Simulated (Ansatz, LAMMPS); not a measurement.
# Squeezing and shearing 69In2O3-31Ga2O3 (mol %) with crystalline order left by the classical run (80 atoms), part 3 of 3

How stiff is 69In2O3-31Ga2O3 (mol %) with crystalline order left by the classical run (80 atoms), and how do its levels respond to strain?

Ansatz 0.2.0; Kohn-Sham DFT, PBE, PAW (set soft_2), plane waves.

The cell: 22 In, 10 Ga and 48 O. The quench rate of 20 K/ps is many orders above laboratory rates. The network of bonds at the start is that of the classical potential that made the cell. The Brillouin zone is sampled at Γ only.

So far. Step 8 (Volume +6 %): The relaxation converged after 6 steps, 0.409 eV below its start, with a largest force component of 0.033 eV/Å. Step 8 (Volume +6 %): Volume +6 %: the energy stands 1.20 eV above that of the reference, at a pressure of -5.65 GPa.

## (9) Volume -10 %

The relaxed cell is scaled to another volume.

File input.yaml:

```yaml
crystal:
  lattice:
    - [9.86117, -0.01971, 0.0153]
    - [-0.01971, 9.41823, -0.00217]
    - [0.0153, -0.00217, 10.18218]
  atoms:
    [... the 80 atom lines of step 4 ...]
kpoints:
  mp_grid: { grid: [1, 1, 1] }
hamiltonian:
  xc: pbe
scf:
  occupations: { method: gaussian, width: 0.025 }
output:
  forces: true
  eigenvalues: true
  stress: true
relax:
  f_tol: 0.05
  max_steps: 70
```

On the command line:

```console
$ ansatz run input.yaml --threads 4 --pin off --max-ram 8192MiB --backend cpu --events-out ev --progress --plain --runs-dir out
```

Numbers of over 12 decimals in the logs are rounded to 6 here.

Output:

```text
[...]
Crystal: 80 atoms, lattice volume = 945.661 Å³
Basis set: ecut = 420 eV, 18477 PW (Γ), exchange–correlation on 144×128×144 points (8 copies of the dense FFT grid, shifted against one another)
Bands: 432, of which v1, the nominal top of the filled ones, is band 352 counted from 1 (351 counted from 0)
Symmetry: 1 space group operations
[...]
k-points: 1
[...]
SCF iter   1: F=—  HF=-188217.848330 eV  |F-HF|=—  |Δ(HF+E_count)|=         —  Δρ=2.44e-3  dr2=6.92e-2  ethr=1.77e-3  ⟨swp⟩=6.0  Hψ=1615  notcnv=0  defer=3
[...]
SCF iter   5: F=—  HF=-188217.838981 eV  |F-HF|=—  |Δ(HF+E_count)|=   1.78e-5  Δρ=9.10e-5  dr2=7.30e-5  ethr=3.93e-8  ⟨swp⟩=2.0  Hψ=696  notcnv=0  defer=73
SCF iter   6: F=-188217.838993 eV  HF=-188217.838993 eV  |F-HF|=6.93e-7  |Δ(HF+E_count)|=   1.19e-5  Δρ=2.95e-5  dr2=7.58e-6  ethr=8.88e-9  ⟨swp⟩=10.0  Hψ=1876  notcnv=0
SCF 1 converged in 6 iterations: F = -188217.838993 eV  dr2 = 7.58e-6
[...]
relax step   1: F+E_penalty+E_count = -188217.83899265 eV  Δ(F+E_penalty+E_count) = +0.000e0 eV  max|allowed force component| = 9.767e-1 eV/Å  Δτ_max = 0.0000 Å  (6 SCF iters, dr2 threshold 6.25e-5 eV, accepted)
[...]
relax step   2: F+E_penalty+E_count = -188218.70448492 eV  Δ(F+E_penalty+E_count) = -8.655e-1 eV  max|allowed force component| = 8.128e-1 eV/Å  Δτ_max = 0.1378 Å  (6 SCF iters, dr2 threshold 5.96e-5 eV, accepted)
[...]
relax step   3: F+E_penalty+E_count = -188219.04834892 eV  Δ(F+E_penalty+E_count) = -3.439e-1 eV  max|allowed force component| = 7.319e-1 eV/Å  Δτ_max = 0.1205 Å  (6 SCF iters, dr2 threshold 4.13e-5 eV, accepted)
relax step   4: F+E_penalty+E_count = -188219.31772428 eV  Δ(F+E_penalty+E_count) = -2.694e-1 eV  max|allowed force component| = 2.040e-1 eV/Å  Δτ_max = 0.2000 Å  (7 SCF iters, dr2 threshold 1.00e-4 eV, accepted)
relax step   5: F+E_penalty+E_count = -188219.36212877 eV  Δ(F+E_penalty+E_count) = -4.440e-2 eV  max|allowed force component| = 2.056e-1 eV/Å  Δτ_max = 0.2000 Å  (8 SCF iters, dr2 threshold 3.23e-6 eV, accepted)
relax step   6: F+E_penalty+E_count = -188219.42592661 eV  Δ(F+E_penalty+E_count) = -6.380e-2 eV  max|allowed force component| = 1.948e-1 eV/Å  Δτ_max = 0.2000 Å  (9 SCF iters, dr2 threshold 3.28e-6 eV, accepted)
relax step   7: F+E_penalty+E_count = -188219.45416756 eV  Δ(F+E_penalty+E_count) = -2.824e-2 eV  max|allowed force component| = 3.203e-1 eV/Å  Δτ_max = 0.1949 Å  (6 SCF iters, dr2 threshold 3.41e-5 eV, accepted)
relax step   8: F+E_penalty+E_count = -188219.50406156 eV  Δ(F+E_penalty+E_count) = -4.989e-2 eV  max|allowed force component| = 6.573e-2 eV/Å  Δτ_max = 0.2000 Å  (6 SCF iters, dr2 threshold 9.21e-5 eV, accepted)
relax step   9: F+E_penalty+E_count = -188219.51955367 eV  Δ(F+E_penalty+E_count) = -1.549e-2 eV  max|allowed force component| = 3.374e-2 eV/Å  Δτ_max = 0.1253 Å  (9 SCF iters, accepted)
relax step  10: F+E_penalty+E_count = -188219.51938419 eV  Δ(F+E_penalty+E_count) = +1.695e-4 eV  max|allowed force component| = 1.512e-1 eV/Å  Δτ_max = 0.0888 Å  (9 SCF iters, rejected (line search))
relax step  11: F+E_penalty+E_count = -188219.52223318 eV  Δ(F+E_penalty+E_count) = -2.680e-3 eV  max|allowed force component| = 6.282e-2 eV/Å  Δτ_max = 0.0439 Å  (8 SCF iters, accepted)
[...]
relax step  12: F+E_penalty+E_count = -188219.52271125 eV  Δ(F+E_penalty+E_count) = -4.781e-4 eV  max|allowed force component| = 1.964e-2 eV/Å  Δτ_max = 0.0203 Å  (8 SCF iters, accepted)
SCF converged after 8 iterations
Free energy (F): -188219.522711 eV
[...]
Internal energy: -188219.522711 eV  (E = F + TS)
E sigma→0 (E₀):  -188219.522711 eV
Fermi energy:    9.903140 eV
[...]
Σ components = -188219.522711   (vs F -188219.522711, Δ=0.00e0)
--- Forces (eV/Å), atoms counted from 1 ---
  atom   1  In     0.00477338     0.00393125     0.00229406
  atom   2  In     0.00006570    -0.00037297    -0.00085877
  atom   3  In    -0.00137562    -0.00262478    -0.00524371
  atom   4  In     0.00397416     0.00326421    -0.00781204
[...]
atom  80  O     -0.00702829     0.00548161    -0.01964499
  max |Σ_I F_I| component: 7.51e-5 eV/Å
--- Stress (GPa, compression-positive) ---
       14.303849       0.028248       0.583199
        0.028249      16.811702      -0.391091
        0.583199      -0.391091      13.790174
  P = ⅓ Tr σ = 14.9686 GPa (149.686 kbar)
--- Band table (eV) ---
[...]
--- Relaxed structure (12 steps of the walk, 11 accepted, 0 SCFs on fresh bases) ---
  F+E_penalty+E_count = -188219.52271125 eV   max|allowed force component| = 1.964e-2 eV/Å
  atoms:
    - { symbol: In, position: [0.782596, 0.660519, 0.012810] }
    - { symbol: In, position: [0.501109, 0.956093, 0.715377] }
    - { symbol: In, position: [0.786111, 0.467839, 0.257082] }
    - { symbol: In, position: [0.131500, 0.617857, 0.169953] }
[...]
- { symbol: O, position: [0.828165, 0.300889, 0.124155] }
```

It took 3.2 min on 4 threads of Arm Neoverse V1, shared host; peak memory 1.5 GiB; 12 min of CPU time.

The relaxation converged after 12 steps, 1.68 eV below its start, with a largest force component of 0.020 eV/Å.

Volume -10 %: the energy stands 4.39 eV above that of the reference, at a pressure of 15.0 GPa.

## (10) Stretched by 1 % along x

The relaxed cell is strained along x alone, which gives the stiffness along x and its coupling to y and z.

input.yaml, the sections that differ from step 9:

```yaml
crystal:
  lattice:
    - [10.31579, -0.02041, 0.01585]
    - [-0.02061, 9.75488, -0.00225]
    - [0.01601, -0.00225, 10.54613]
  atoms:
    [... the 80 atom lines of step 4 ...]
# kpoints, hamiltonian, scf, output, relax: as in step 9
```

Output:

```text
[...]
Crystal: 80 atoms, lattice volume = 1061.243 Å³
Basis set: ecut = 420 eV, 20743 PW (Γ), exchange–correlation on 144×144×144 points (8 copies of the dense FFT grid, shifted against one another)
Bands: 432, of which v1, the nominal top of the filled ones, is band 352 counted from 1 (351 counted from 0)
Symmetry: 1 space group operations
[...]
k-points: 1
[...]
SCF iter   1: F=—  HF=-188223.829660 eV  |F-HF|=—  |Δ(HF+E_count)|=         —  Δρ=2.45e-3  dr2=9.07e-2  ethr=1.77e-3  ⟨swp⟩=6.0  Hψ=1594  notcnv=0
[...]
SCF iter   5: F=—  HF=-188223.823420 eV  |F-HF|=—  |Δ(HF+E_count)|=   1.02e-5  Δρ=1.10e-4  dr2=1.30e-4  ethr=6.81e-8  ⟨swp⟩=2.0  Hψ=672  notcnv=0  defer=73
SCF iter   6: F=-188223.823447 eV  HF=-188223.823447 eV  |F-HF|=2.28e-8  |Δ(HF+E_count)|=   2.67e-5  Δρ=3.94e-5  dr2=1.70e-5  ethr=8.88e-9  ⟨swp⟩=9.0  Hψ=2115  notcnv=0
SCF 1 converged in 6 iterations: F = -188223.823447 eV  dr2 = 1.70e-5
[...]
relax step   1: F+E_penalty+E_count = -188223.82344699 eV  Δ(F+E_penalty+E_count) = +0.000e0 eV  max|allowed force component| = 1.775e-1 eV/Å  Δτ_max = 0.0000 Å  (6 SCF iters, dr2 threshold 6.25e-5 eV, accepted)
[...]
relax step   2: F+E_penalty+E_count = -188223.83970201 eV  Δ(F+E_penalty+E_count) = -1.626e-2 eV  max|allowed force component| = 1.102e-1 eV/Å  Δτ_max = 0.0205 Å  (9 SCF iters, accepted)
[...]
relax step   3: F+E_penalty+E_count = -188223.84692590 eV  Δ(F+E_penalty+E_count) = -7.224e-3 eV  max|allowed force component| = 4.668e-2 eV/Å  Δτ_max = 0.0168 Å  (8 SCF iters, accepted)
SCF converged after 8 iterations
Free energy (F): -188223.846926 eV
[...]
Internal energy: -188223.846926 eV  (E = F + TS)
E sigma→0 (E₀):  -188223.846926 eV
Fermi energy:    7.908316 eV
[...]
Σ components = -188223.846926   (vs F -188223.846926, Δ=0.00e0)
--- Forces (eV/Å), atoms counted from 1 ---
  atom   1  In    -0.01434322     0.00204176    -0.00293995
  atom   2  In     0.00782683     0.00000778    -0.01514608
  atom   3  In    -0.02154164    -0.03240325    -0.01136290
  atom   4  In    -0.01601217     0.01182488     0.02223422
[...]
atom  80  O      0.01510403     0.01157697     0.00500745
  max |Σ_I F_I| component: 1.58e-4 eV/Å
--- Stress (GPa, compression-positive) ---
       -1.865090      -0.024932       0.004428
       -0.024932      -0.873760       0.012175
        0.004428       0.012175      -0.757767
  P = ⅓ Tr σ = -1.1655 GPa (-11.655 kbar)
--- Band table (eV) ---
[...]
--- Relaxed structure (3 steps of the walk, 3 accepted, 0 SCFs on fresh bases) ---
  F+E_penalty+E_count = -188223.84692590 eV   max|allowed force component| = 4.668e-2 eV/Å
  atoms:
    - { symbol: In, position: [0.774715, 0.656334, 0.024351] }
    - { symbol: In, position: [0.497482, 0.954119, 0.708625] }
    - { symbol: In, position: [0.784105, 0.461672, 0.265354] }
    - { symbol: In, position: [0.119306, 0.614466, 0.177137] }
[...]
- { symbol: O, position: [0.856489, 0.295620, 0.152675] }
```

The job ended after 55 s (4 threads; peak memory 1.6 GiB).

The relaxation converged after 3 steps, 0.0235 eV below its start, with a largest force component of 0.047 eV/Å.

Stretched by 1 % along x: the energy stands 0.0641 eV above that of the reference, at a pressure of -1.17 GPa.

## (11) Compressed by 1 % along x

The relaxed cell is strained along x alone, which gives the stiffness along x and its coupling to y and z.

input.yaml, the sections that differ from step 10:

```yaml
crystal:
  lattice:
    - [10.11151, -0.02041, 0.01585]
    - [-0.02021, 9.75488, -0.00225]
    - [0.01569, -0.00225, 10.54613]
  atoms:
    [... the 80 atom lines of step 4 ...]
# kpoints, hamiltonian, scf, output, relax: as in step 10
```

Output:

```text
[...]
Crystal: 80 atoms, lattice volume = 1040.227 Å³
Basis set: ecut = 420 eV, 20355 PW (Γ), exchange–correlation on 144×144×144 points (8 copies of the dense FFT grid, shifted against one another)
Bands: 432, of which v1, the nominal top of the filled ones, is band 352 counted from 1 (351 counted from 0)
Symmetry: 1 space group operations
[...]
k-points: 1
[...]
SCF iter   1: F=—  HF=-188223.831517 eV  |F-HF|=—  |Δ(HF+E_count)|=         —  Δρ=2.38e-3  dr2=8.46e-2  ethr=1.77e-3  ⟨swp⟩=6.0  Hψ=1600  notcnv=0
[...]
SCF iter   5: F=—  HF=-188223.824355 eV  |F-HF|=—  |Δ(HF+E_count)|=   1.98e-5  Δρ=1.06e-4  dr2=1.15e-4  ethr=5.74e-8  ⟨swp⟩=2.0  Hψ=677  notcnv=0  defer=73
SCF iter   6: F=-188223.824376 eV  HF=-188223.824376 eV  |F-HF|=1.57e-8  |Δ(HF+E_count)|=   2.13e-5  Δρ=3.55e-5  dr2=1.33e-5  ethr=8.88e-9  ⟨swp⟩=9.0  Hψ=2053  notcnv=0
SCF 1 converged in 6 iterations: F = -188223.824376 eV  dr2 = 1.33e-5
[...]
relax step   1: F+E_penalty+E_count = -188223.82437609 eV  Δ(F+E_penalty+E_count) = +0.000e0 eV  max|allowed force component| = 2.019e-1 eV/Å  Δτ_max = 0.0000 Å  (6 SCF iters, dr2 threshold 6.25e-5 eV, accepted)
[...]
relax step   2: F+E_penalty+E_count = -188223.84209292 eV  Δ(F+E_penalty+E_count) = -1.772e-2 eV  max|allowed force component| = 1.274e-1 eV/Å  Δτ_max = 0.0206 Å  (7 SCF iters, dr2 threshold 2.55e-6 eV, accepted)
[...]
relax step   3: F+E_penalty+E_count = -188223.84985251 eV  Δ(F+E_penalty+E_count) = -7.760e-3 eV  max|allowed force component| = 5.029e-2 eV/Å  Δτ_max = 0.0173 Å  (8 SCF iters, accepted)
relax step   4: F+E_penalty+E_count = -188223.84466487 eV  Δ(F+E_penalty+E_count) = +5.188e-3 eV  max|allowed force component| = 1.074e-1 eV/Å  Δτ_max = 0.1028 Å  (10 SCF iters, rejected (line search))
[...]
relax step   5: F+E_penalty+E_count = -188223.85502121 eV  Δ(F+E_penalty+E_count) = -5.169e-3 eV  max|allowed force component| = 3.948e-2 eV/Å  Δτ_max = 0.0469 Å  (9 SCF iters, accepted)
SCF converged after 9 iterations
Free energy (F): -188223.855021 eV
[...]
Internal energy: -188223.855021 eV  (E = F + TS)
E sigma→0 (E₀):  -188223.855021 eV
Fermi energy:    8.235560 eV
[...]
Σ components = -188223.855021   (vs F -188223.855021, Δ=0.00e0)
--- Forces (eV/Å), atoms counted from 1 ---
  atom   1  In     0.00132498    -0.00328420     0.01749472
  atom   2  In     0.00013898     0.00299317     0.00344140
  atom   3  In     0.00806053    -0.00535769     0.00974178
  atom   4  In    -0.00541134    -0.02372709    -0.00931137
[...]
atom  80  O      0.00894496    -0.00861181     0.00416499
  max |Σ_I F_I| component: 5.55e-5 eV/Å
--- Stress (GPa, compression-positive) ---
        1.636676       0.018116       0.003764
        0.018116       1.006891      -0.018866
        0.003764      -0.018865       0.807294
  P = ⅓ Tr σ = 1.1503 GPa (11.503 kbar)
--- Band table (eV) ---
[...]
--- Relaxed structure (5 steps of the walk, 4 accepted, 0 SCFs on fresh bases) ---
  F+E_penalty+E_count = -188223.85502121 eV   max|allowed force component| = 3.948e-2 eV/Å
  atoms:
    - { symbol: In, position: [0.777050, 0.654636, 0.021679] }
    - { symbol: In, position: [0.494877, 0.953952, 0.709655] }
    - { symbol: In, position: [0.786142, 0.463432, 0.264224] }
    - { symbol: In, position: [0.125069, 0.615796, 0.175583] }
[...]
- { symbol: O, position: [0.851129, 0.297322, 0.147708] }
```

The job ended after 94 s (4 threads; peak memory 1.6 GiB; 6 min of CPU time).

The relaxation converged after 5 steps, 0.0306 eV below its start, with a largest force component of 0.039 eV/Å.

Compressed by 1 % along x: the energy stands 0.0560 eV above that of the reference, at a pressure of 1.15 GPa.

## (12) Sheared by 2 % in xy

A shear of the relaxed cell gives the modulus that volume changes can't reach.

input.yaml, the sections that differ from step 11:

```yaml
crystal:
  lattice:
    - [10.21345, 0.08173, 0.01585]
    - [0.07714, 9.75468, -0.00225]
    - [0.01583, -0.00209, 10.54613]
  atoms:
    [... the 80 atom lines of step 4 ...]
# kpoints, hamiltonian, scf, output, relax: as in step 11
```

Output:

```text
[...]
Crystal: 80 atoms, lattice volume = 1050.631 Å³
Basis set: ecut = 420 eV, 20547 PW (Γ), exchange–correlation on 144×144×144 points (8 copies of the dense FFT grid, shifted against one another)
Bands: 432, of which v1, the nominal top of the filled ones, is band 352 counted from 1 (351 counted from 0)
Symmetry: 1 space group operations
[...]
k-points: 1
[...]
SCF iter   1: F=—  HF=-188223.816595 eV  |F-HF|=—  |Δ(HF+E_count)|=         —  Δρ=2.42e-3  dr2=8.73e-2  ethr=1.77e-3  ⟨swp⟩=6.0  Hψ=1594  notcnv=0  defer=1
[...]
SCF iter   5: F=—  HF=-188223.809756 eV  |F-HF|=—  |Δ(HF+E_count)|=   1.43e-5  Δρ=1.08e-4  dr2=1.23e-4  ethr=6.24e-8  ⟨swp⟩=2.0  Hψ=677  notcnv=0  defer=73
SCF iter   6: F=-188223.809780 eV  HF=-188223.809780 eV  |F-HF|=9.90e-9  |Δ(HF+E_count)|=   2.40e-5  Δρ=3.76e-5  dr2=1.52e-5  ethr=8.88e-9  ⟨swp⟩=9.0  Hψ=2058  notcnv=0
SCF 1 converged in 6 iterations: F = -188223.809780 eV  dr2 = 1.52e-5
[...]
relax step   1: F+E_penalty+E_count = -188223.80977991 eV  Δ(F+E_penalty+E_count) = +0.000e0 eV  max|allowed force component| = 2.916e-1 eV/Å  Δτ_max = 0.0000 Å  (6 SCF iters, dr2 threshold 6.25e-5 eV, accepted)
[...]
relax step   2: F+E_penalty+E_count = -188223.83378245 eV  Δ(F+E_penalty+E_count) = -2.400e-2 eV  max|allowed force component| = 1.774e-1 eV/Å  Δτ_max = 0.0149 Å  (6 SCF iters, dr2 threshold 5.31e-6 eV, accepted)
[...]
relax step   3: F+E_penalty+E_count = -188223.84338102 eV  Δ(F+E_penalty+E_count) = -9.599e-3 eV  max|allowed force component| = 9.861e-2 eV/Å  Δτ_max = 0.0107 Å  (8 SCF iters, accepted)
relax step   4: F+E_penalty+E_count = -188223.84148927 eV  Δ(F+E_penalty+E_count) = +1.892e-3 eV  max|allowed force component| = 1.453e-1 eV/Å  Δτ_max = 0.1141 Å  (9 SCF iters, dr2 threshold 3.00e-6 eV, rejected (line search))
[...]
relax step   5: F+E_penalty+E_count = -188223.85031097 eV  Δ(F+E_penalty+E_count) = -6.930e-3 eV  max|allowed force component| = 3.109e-2 eV/Å  Δτ_max = 0.0556 Å  (9 SCF iters, accepted)
SCF converged after 9 iterations
Free energy (F): -188223.850311 eV
[...]
Internal energy: -188223.850311 eV  (E = F + TS)
E sigma→0 (E₀):  -188223.850311 eV
Fermi energy:    8.073018 eV
[...]
Σ components = -188223.850311   (vs F -188223.850311, Δ=0.00e0)
--- Forces (eV/Å), atoms counted from 1 ---
  atom   1  In    -0.00383553     0.00387386    -0.01059362
  atom   2  In     0.01513641     0.00320890     0.00309730
  atom   3  In    -0.00419975    -0.00575983    -0.01113117
  atom   4  In    -0.00434649    -0.00287101    -0.00247893
[...]
atom  80  O      0.00406155     0.00350447     0.00064741
  max |Σ_I F_I| component: 6.75e-5 eV/Å
--- Stress (GPa, compression-positive) ---
        0.011200      -0.871879      -0.014158
       -0.871879      -0.004707      -0.093065
       -0.014158      -0.093066      -0.103433
  P = ⅓ Tr σ = -0.0323 GPa (-0.323 kbar)
--- Band table (eV) ---
[...]
--- Relaxed structure (5 steps of the walk, 4 accepted, 0 SCFs on fresh bases) ---
  F+E_penalty+E_count = -188223.85031097 eV   max|allowed force component| = 3.109e-2 eV/Å
  atoms:
    - { symbol: In, position: [0.777022, 0.653764, 0.021409] }
    - { symbol: In, position: [0.496395, 0.953530, 0.707957] }
    - { symbol: In, position: [0.785427, 0.462612, 0.265144] }
    - { symbol: In, position: [0.120525, 0.616395, 0.176789] }
[...]
- { symbol: O, position: [0.856613, 0.295145, 0.153054] }
```

Elapsed: 91 s, on 4 threads; peak memory 1.6 GiB; 5.8 min of CPU time.

The relaxation converged after 5 steps, 0.0405 eV below its start, with a largest force component of 0.031 eV/Å.

Sheared by 2 % in xy: the energy stands 0.0607 eV above that of the reference, at a pressure of -0.0323 GPa.

## (13) Pressure against volume

Atoms are relaxed at each volume, in the scaled cell.

| volume change (%) | volume (Å³/atom) | energy change (meV/atom) | pressure (GPa) | largest move on relaxing (Å) | bonds | gap (eV) |
| --- | --- | --- | --- | --- | --- | --- |
| -10 | 11.821 | 54.85 | 14.97 | 0.64 | 177 | 1.47 |
| -6 | 12.346 | 18.86 | 8.21 | 0.26 | 175 | 1.32 |
| -3 | 12.740 | 4.20 | 3.66 | 0.29 | 173 | 1.16 |
| +0 | 13.134 | 0.00 | 0.00 | - | 170 | 1.01 |
| +3 | 13.528 | 4.00 | -3.13 | 0.13 | 169 | 0.854 |
| +6 | 13.922 | 14.96 | -5.65 | 0.23 | 167 | 0.720 |

## (14) Uniaxial strain and shear

Stress (GPa, compression positive) less that of the relaxed cell, atoms relaxed:

| strain | xx | yy | zz | xy | energy change (meV/atom) |
| --- | --- | --- | --- | --- | --- |
| stretched by 1 % along x | -1.867 | -0.875 | -0.766 | -0.025 | 0.80 |
| compressed by 1 % along x | 1.635 | 1.006 | 0.799 | 0.018 | 0.70 |
| sheared by 2 % in xy | 0.010 | -0.005 | -0.112 | -0.872 | 0.76 |

## (15) Findings

The bulk modulus, from the slope of pressure against ln V over the three points nearest the relaxed volume, is 113 GPa; a quadratic over all points gives a pressure derivative of about 4.8. The count of bonds runs from 167 to 177 over the series, so at some points contacts cross the cutoffs. At -10 % some atom moved by over 0.5 Å on relaxing, so that point may sit in another local minimum. The gap goes from 1.47 eV at the smallest volume to 0.720 eV at the largest, -4.7 eV per unit of ln V by a straight line, on the run's k-points. In the Cartesian axes of the cell, finite differences give C11 = 175, C12 = 94.0, C13 = 78.3 and C66 = 43.6 GPa (the shear of 2 % is the engineering strain, εxy = 0.01). The mean of C11, C12 and C13, which equals the bulk modulus in a cubic or isotropic solid, is 116 GPa: it agrees with the bulk modulus within 10 %. For an isotropic solid C66 would equal (C11 − C12)/2 = 40.5 GPa; so small a sample needn't be isotropic, and C66 rests on one shear. With the bulk modulus and C66 as K and G, Young's modulus would be about 116 GPa and Poisson's ratio 0.33.

Caveats: Strains are finite and relaxations stop at the force tolerance of the input, which can leave moduli too stiff; they are those of a static cell at zero temperature. Volumes are changed with the cell's shape held, so in an anisotropic solid the modulus lies over the one under free hydrostatic load. The program notes that the SCF threshold of the relaxations is loose for the stress.

The DFT runs together took 21 min of wall time.

[Logs are printed without paths, hosts, clocks, repeated set-up lines and the standing remarks that a program may print on its own settings, such as how far it seeks lower states.]

[Hosts, paths, dates, database ids (printed as entryN), source tags and the programs' standing remarks are cut or masked in the printed files.]
